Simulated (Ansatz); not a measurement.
# Computing U for Co in CoSi

Wanted: U for Co in CoSi without fitting to experiment, with its cost and its spread between recipes.

Method: functionals named at each step; plane waves, collinear spin, no spin–orbit coupling, in Ansatz 0.2.0.

This is a report of a sequence of runs, with most program output left out.

The database entry behind the starting cell differs from later determinations by our own check (0.1 to 0.3 % short, probably kX units), so it need not match the best structure at ambient conditions.

## Step 1: Set-up

The structure is cubic, space group P2_13 (No. 198). Conventional cell: a = 4.438 Å, b = 4.438 Å, c = 4.438 Å, α = 90.00°, β = 90.00°, γ = 90.00°. Nearest to Co lie 7 Si at 2.28 to 2.47 Å. Nearest to Si lie 7 Co at 2.28 to 2.47 Å. Farther neighbours are not listed.

## Step 2: Choosing the state

The response depends on the magnetic state, so a state is chosen first.

2 starts were run under PBE; the lowest per atom is taken, and its run is shown. Energies are taken at zero occupation width. All starts end non-magnetic.

The input, input.yaml:

```yaml
crystal:
  lattice:
    - [4.438, 0.0, 0.0]
    - [0.0, 4.438, 0.0]
    - [0.0, 0.0, 4.438]
  atoms:
    - { symbol: Co, position: [0.14, 0.14, 0.14], spin: 2.0 }
    - { symbol: Co, position: [0.36, 0.86, 0.64], spin: 2.0 }
    - { symbol: Co, position: [0.64, 0.36, 0.86], spin: 2.0 }
    - { symbol: Co, position: [0.86, 0.64, 0.36], spin: 2.0 }
    - { symbol: Si, position: [0.843, 0.843, 0.843] }
    - { symbol: Si, position: [0.657, 0.157, 0.343] }
    - { symbol: Si, position: [0.343, 0.657, 0.157] }
    - { symbol: Si, position: [0.157, 0.343, 0.657] }
magnetization:
  spin_polarized: true
kpoints:
  mp_grid: { grid: [7, 7, 7] }
hamiltonian:
  xc: pbe
scf:
  occupations: { method: fermi_dirac, width: 0.09 }
output:
  eigenvalues: true
```

On the command line:

```sh
ansatz run input.yaml --threads 4 --pin off --max-ram 14336MiB --backend cpu --events-out ev --progress --plain --runs-dir out
```

Run time: 11 s. Hardware: 4 threads of Arm Neoverse V1, shared host; peak memory 0.48 GiB; 40 s of CPU time.

| start | atoms | final state | energy (meV an atom) |
| --- | --- | --- | --- |
| parallel ++++ | 8 | non-magnetic | 0.0 |
| compensated ++−− | 8 | non-magnetic | 0.0 |

No atom keeps a moment above 0.05 μB.

Spin density of the compensated ++−− start:

## Step 3: PBE

A run without U, to see what the plain functional makes of this start.

The input, input.yaml:

```yaml
crystal:
  lattice:
    - [4.438, 0.0, 0.0]
    - [0.0, 4.438, 0.0]
    - [0.0, 0.0, 4.438]
  atoms:
    - { symbol: Co, position: [0.14, 0.14, 0.14] }
    - { symbol: Co, position: [0.36, 0.86, 0.64] }
    - { symbol: Co, position: [0.64, 0.36, 0.86] }
    - { symbol: Co, position: [0.86, 0.64, 0.36] }
    - { symbol: Si, position: [0.843, 0.843, 0.843] }
    - { symbol: Si, position: [0.657, 0.157, 0.343] }
    - { symbol: Si, position: [0.343, 0.657, 0.157] }
    - { symbol: Si, position: [0.157, 0.343, 0.657] }
kpoints:
  mp_grid: { grid: [7, 7, 7] }
hamiltonian:
  xc: pbe
scf:
  occupations: { method: fermi_dirac, width: 0.1 }
output:
  eigenvalues: true
magnetization:
  spin_polarized: false
```

Wall time 3 s (4 threads); peak memory 0.39 GiB; 9.7 s of CPU time.

Numbers from this step:

| Item | Value |
| --- | --- |
| magnetization | 0 μB |
| final state | non-magnetic |

Spin is switched off in this run, so a non-magnetic state is imposed, not found.

## Step 4: PBE, one cell

The cheapest recipe shifts the site in the one cell.

input.yaml: that of step 3 with these lines changed.

```diff
@@ -15,5 +15,8 @@
 kpoints:
-  mp_grid: { grid: [7, 7, 7] }
+  mp_grid: { grid: [6, 6, 6] }
 hamiltonian:
   xc: pbe
+  hubbard:
+    sites: [{ species: Co, l: d, u_eff: linear-response }]
+    projectors: ortho-atomic
 scf:
```

Wall time 18 s (4 threads); peak memory 0.54 GiB; 71 s of CPU time.

Bare and screened response, and U:

| site | electrons | χ₀ (1/eV) | χ (1/eV) | U (eV) |
| --- | --- | --- | --- | --- |
| Co1 and 3 alike | 8.146 | -0.7550 | -0.1021 | 8.39 |

For Co1 the on-site elements alone give 1/χ₀ − 1/χ = 8.47 eV, the inverses of the full matrices 8.20 eV, and the program reports 8.39 eV, after an interpolation towards a dense mesh that it makes on unshifted meshes and on single cells of several shells. The state, moments and gap printed next belong to the closing SCF at this U.

Numbers from this step:

| Property | Result |
| --- | --- |
| magnetization | 0 μB |
| final state | non-magnetic |

U on Co is 8.39 eV. All images of the site are shifted together here, so the value is not converged.

Spin is switched off in this run, so a non-magnetic state is imposed, not found.

## Step 5: PBE, q-mesh 2×2×2

A mesh of wavevectors stands for a supercell in which the shifted site is farther from its images.

input.yaml: that of step 4 with these lines changed.

```diff
@@ -21,2 +21,3 @@
     projectors: ortho-atomic
+    lr: { qmesh: [2, 2, 2] }
 scf:
```

Elapsed: 2.2 min, on 4 threads; peak memory 1.2 GiB; 8.6 min of CPU time.

The response of each shell:

| site | electrons | χ₀ (1/eV) | χ (1/eV) | U (eV) |
| --- | --- | --- | --- | --- |
| Co1 and 3 alike | 8.146 | -0.8728 | -0.1029 | 8.56 |

For Co1 the on-site elements alone give 1/χ₀ − 1/χ = 8.57 eV, the inverses of the full matrices 8.54 eV, and the program reports 8.56 eV, after an interpolation towards a dense mesh that it makes on unshifted meshes and on single cells of several shells. The state, moments and gap printed next belong to the closing SCF at this U.

Read from the output:

- magnetization: 0 μB
- final state: non-magnetic

U on Co is 8.56 eV here against 8.39 eV (+2 %) in the run that differs in the way the response is sampled alone (PBE, one cell), at 7.3 times its CPU time.

Spin is switched off in this run, so a non-magnetic state is imposed, not found.

## Step 6: PBE, q-mesh 2×2×2

This input is changed on purpose, to see how the response run answers a poor choice.

input.yaml: that of step 5 with these lines changed.

```diff
@@ -15,3 +15,3 @@
 kpoints:
-  mp_grid: { grid: [6, 6, 6] }
+  mp_grid: { grid: [10, 10, 10] }
 hamiltonian:
@@ -22,4 +22,6 @@
     lr: { qmesh: [2, 2, 2] }
+    lr_supercell: 2
 scf:
   occupations: { method: fermi_dirac, width: 0.1 }
+  max_iter: 100
 output:
```

The job ended after 0.02 s (4 threads; peak memory 0.031 GiB).

The program refused the input before any cycle.

The program's message: “Error: hamiltonian.hubbard.lr.qmesh with hamiltonian.hubbard.lr_supercell — the two are ways to one end, a shift with its images far off; keep one of them”

The fault put into the input: a supercell beside a q mesh.

## Step 7: PBE, shifted q-mesh 2×2×2

A mesh of wavevectors stands for a supercell in which the shifted site is farther from its images; shifted off q = 0, it leaves out the wavevector at which all images move together.

input.yaml: that of step 6 with these lines changed.

```diff
@@ -15,3 +15,3 @@
 kpoints:
-  mp_grid: { grid: [10, 10, 10] }
+  mp_grid: { grid: [8, 8, 8] }
 hamiltonian:
@@ -21,7 +21,5 @@
     projectors: ortho-atomic
-    lr: { qmesh: [2, 2, 2] }
-    lr_supercell: 2
+    lr: { qmesh: [2, 2, 2], qmesh_shift: [0.5, 0.5, 0.5] }
 scf:
   occupations: { method: fermi_dirac, width: 0.1 }
-  max_iter: 100
 output:
```

Run time: 5.5 min. Hardware: 4 threads; peak memory 4 GiB.

Site by site:

| site | electrons | χ₀ (1/eV) | χ (1/eV) | U (eV) |
| --- | --- | --- | --- | --- |
| Co1 and 3 alike | 8.146 | -0.8823 | -0.1029 | 8.59 |

For Co1 the on-site elements alone give 1/χ₀ − 1/χ = 8.58 eV, the inverses of the full matrices 8.59 eV, and the program reports 8.59 eV. The state, moments and gap printed next belong to the closing SCF at this U.

This step gave:

- magnetization: 0 μB
- final state: non-magnetic

U on Co is 8.59 eV here against 8.56 eV (+0.4 %) in the run that differs in the way the response is sampled and in its k-mesh (PBE, q-mesh 2×2×2), at 2.5 times its CPU time. Only one of the two values carries the program's interpolation, which is part of the difference.

Spin is switched off in this run, so a non-magnetic state is imposed, not found.

## Step 8: PBE, one cell, self-consistent

The one-shot value comes from a state without U, which may be far from the corrected one. Cycling feeds each U back until it stands.

input.yaml: that of step 7 with these lines changed.

```diff
@@ -15,3 +15,3 @@
 kpoints:
-  mp_grid: { grid: [8, 8, 8] }
+  mp_grid: { grid: [6, 6, 6] }
 hamiltonian:
@@ -19,5 +19,5 @@
   hubbard:
-    sites: [{ species: Co, l: d, u_eff: linear-response }]
+    sites: [{ species: Co, l: d, u_eff: self-consistent }]
     projectors: ortho-atomic
-    lr: { qmesh: [2, 2, 2], qmesh_shift: [0.5, 0.5, 0.5] }
+    lr: { max_cycles: 12 }
 scf:
```

The job ended after 93 s (4 threads; peak memory 0.56 GiB).

U by cycle:

| cycle | U put in (eV) | largest change (eV) |
| --- | --- | --- |
| 1 | 0 | 8.4 |
| 2 | 8.39 | 0.61 |
| 3 | 9.00 | 0.050 |
| 4 | 9.05 | 0.0041 |

Bare and screened response, and U:

| site | electrons | χ₀ (1/eV) | χ (1/eV) | U (eV) |
| --- | --- | --- | --- | --- |
| Co1 and 3 alike | 8.405 | -0.5285 | -0.09074 | 9.06 |

For Co1 the on-site elements alone give 1/χ₀ − 1/χ = 9.13 eV, the inverses of the full matrices 8.91 eV, and the program reports 9.06 eV, after an interpolation towards a dense mesh that it makes on unshifted meshes and on single cells of several shells. The state, moments and gap printed next belong to the closing SCF at this U.

This step gave:

```
magnetization : 0 μB
final state   : non-magnetic
```

U on Co is 9.06 eV here against 8.39 eV (+8 %) in the run that differs in self-consistency alone (PBE, one cell), at 5.2 times its CPU time. Both come from one cell, whose images are shifted too.

Spin is switched off in this run, so a non-magnetic state is imposed, not found.

## Step 9: PBE, q-mesh 2×2×2, atomic projectors

The orbitals on which electrons are counted define U, so another set of projectors gives another number.

input.yaml: that of step 8 with these lines changed.

```diff
@@ -19,5 +19,5 @@
   hubbard:
-    sites: [{ species: Co, l: d, u_eff: self-consistent }]
-    projectors: ortho-atomic
-    lr: { max_cycles: 12 }
+    sites: [{ species: Co, l: d, u_eff: linear-response }]
+    projectors: atomic
+    lr: { qmesh: [2, 2, 2] }
 scf:
```

Elapsed: 2.2 min, on 4 threads; peak memory 1.2 GiB.

Site by site:

| site | electrons | χ₀ (1/eV) | χ (1/eV) | U (eV) |
| --- | --- | --- | --- | --- |
| Co1 and 3 alike | 8.506 | -0.7150 | -0.09009 | 9.68 |

For Co1 the on-site elements alone give 1/χ₀ − 1/χ = 9.70 eV, the inverses of the full matrices 9.66 eV, and the program reports 9.68 eV, after an interpolation towards a dense mesh that it makes on unshifted meshes and on single cells of several shells. The state, moments and gap printed next belong to the closing SCF at this U.

Read from the output:

- magnetization: 0 μB
- final state: non-magnetic

U on Co is 9.68 eV here against 8.56 eV (+13 %) in the run that differs in the projectors alone (PBE, q-mesh 2×2×2), at 1.0 times its CPU time.

Spin is switched off in this run, so a non-magnetic state is imposed, not found.

## Step 10: PBE, q-mesh 2×2×2, Methfessel–Paxton occupations, occupation width 0.2 eV

A mesh of wavevectors stands for a supercell in which the shifted site is farther from its images. Changed on purpose: Methfessel–Paxton occupations, occupation width 0.2 eV.

input.yaml: that of step 9 with these lines changed.

```diff
@@ -20,6 +20,6 @@
     sites: [{ species: Co, l: d, u_eff: linear-response }]
-    projectors: atomic
+    projectors: ortho-atomic
     lr: { qmesh: [2, 2, 2] }
 scf:
-  occupations: { method: fermi_dirac, width: 0.1 }
+  occupations: { method: methfessel_paxton, width: 0.2 }
 output:
```

The job ended after 2.2 min (4 threads; peak memory 1.2 GiB; 8.5 min of CPU time).

The run finished with changed settings (occ = "methfessel_paxton" and width = 0.2); it serves as a test.

It printed U = 8.59 eV for Co.

## Step 11: PBE, q-mesh 2×2×2, self-consistent

input.yaml: that of step 10 with these lines changed.

```diff
@@ -19,7 +19,7 @@
   hubbard:
-    sites: [{ species: Co, l: d, u_eff: linear-response }]
+    sites: [{ species: Co, l: d, u_eff: self-consistent }]
     projectors: ortho-atomic
-    lr: { qmesh: [2, 2, 2] }
+    lr: { qmesh: [2, 2, 2], max_cycles: 10 }
 scf:
-  occupations: { method: methfessel_paxton, width: 0.2 }
+  occupations: { method: fermi_dirac, width: 0.1 }
 output:
```

Elapsed: 8.3 min, on 4 threads; peak memory 1.3 GiB.

U by cycle:

| cycle | U put in (eV) | largest change (eV) |
| --- | --- | --- |
| 1 | 0 | 8.6 |
| 2 | 8.56 | 0.68 |
| 3 | 9.24 | 0.060 |
| 4 | 9.30 | 0.0055 |

Site by site:

| site | electrons | χ₀ (1/eV) | χ (1/eV) | U (eV) |
| --- | --- | --- | --- | --- |
| Co1 and 3 alike | 8.412 | -0.5875 | -0.09075 | 9.30 |

For Co1 the on-site elements alone give 1/χ₀ − 1/χ = 9.32 eV, the inverses of the full matrices 9.29 eV, and the program reports 9.30 eV, after an interpolation towards a dense mesh that it makes on unshifted meshes and on single cells of several shells. The state, moments and gap printed next belong to the closing SCF at this U.

Numbers from this step:

* magnetization: 0 μB
* final state: non-magnetic

U on Co is 9.30 eV here against 9.06 eV (+3 %) in the run that differs in the way the response is sampled alone (PBE, one cell, self-consistent), at 5.4 times its CPU time.

Spin is switched off in this run, so a non-magnetic state is imposed, not found.

## Step 12: Comparison

| run | k-mesh | state of the response | U(Co) (eV) | CPU time |
| --- | --- | --- | --- | --- |
| PBE | 7×7×7 | - | 0 | 9.7 s |
| PBE, one cell | 6×6×6 | spin switched off | 8.39 | 71 s |
| PBE, q-mesh 2×2×2 | 6×6×6 | spin switched off | 8.56 | 8.6 min |
| PBE, shifted q-mesh 2×2×2 | 8×8×8 | spin switched off | 8.59 | 22 min |
| PBE, one cell, self-consistent | 6×6×6 | spin switched off | 9.06 | 6.1 min |
| PBE, q-mesh 2×2×2, atomic projectors | 6×6×6 | spin switched off | 9.68 | 8.7 min |
| PBE, q-mesh 2×2×2, self-consistent | 6×6×6 | spin switched off | 9.30 | 33 min |

## Step 13: Outcome

```yaml
u_co_one_shot_value_on_the_finest_mesh: 8.59 eV
u_co_self_consistent_q_mesh_2x2x2: 9.30 eV
range_of_u_co_over_these_recipes: 8.39 to 9.68 eV
```

In words: Linear response puts U for Co in CoSi at 8.6 eV (PBE, shifted q-mesh 2×2×2), and the recipes tried spread from 8.4 to 9.7 eV. The cheapest one-shot value (PBE, one cell) is 8.39 eV and that on the finest mesh (PBE, shifted q-mesh 2×2×2) 8.59 eV, -2 % apart, at 18 times the CPU time. Iterating U to self-consistency took 4 cycles and ends at 9.30 eV, against 8.56 eV in one shot on the same sampling. The magnetic states on which the responses were measured: spin switched off; 2 starts finished among the 2 run to choose the order. Where spin is off, a magnetic state at the computed U was not tried and could lie lower.

[Logs and program files are shortened in this print: banners, set-up blocks, solver, clock and traceback lines can be left out without a mark of their own.]

[Logs are printed without paths, hosts, clocks, repeated set-up lines and the standing remarks that a program may print on its own settings, such as how far it seeks lower states.]

[Hosts, paths, dates, database ids (printed as entryN), source tags and the programs' standing remarks are cut or masked in the printed files.]

[Where a cell is said to come from a database of computed structures, the database is the Materials Project.]
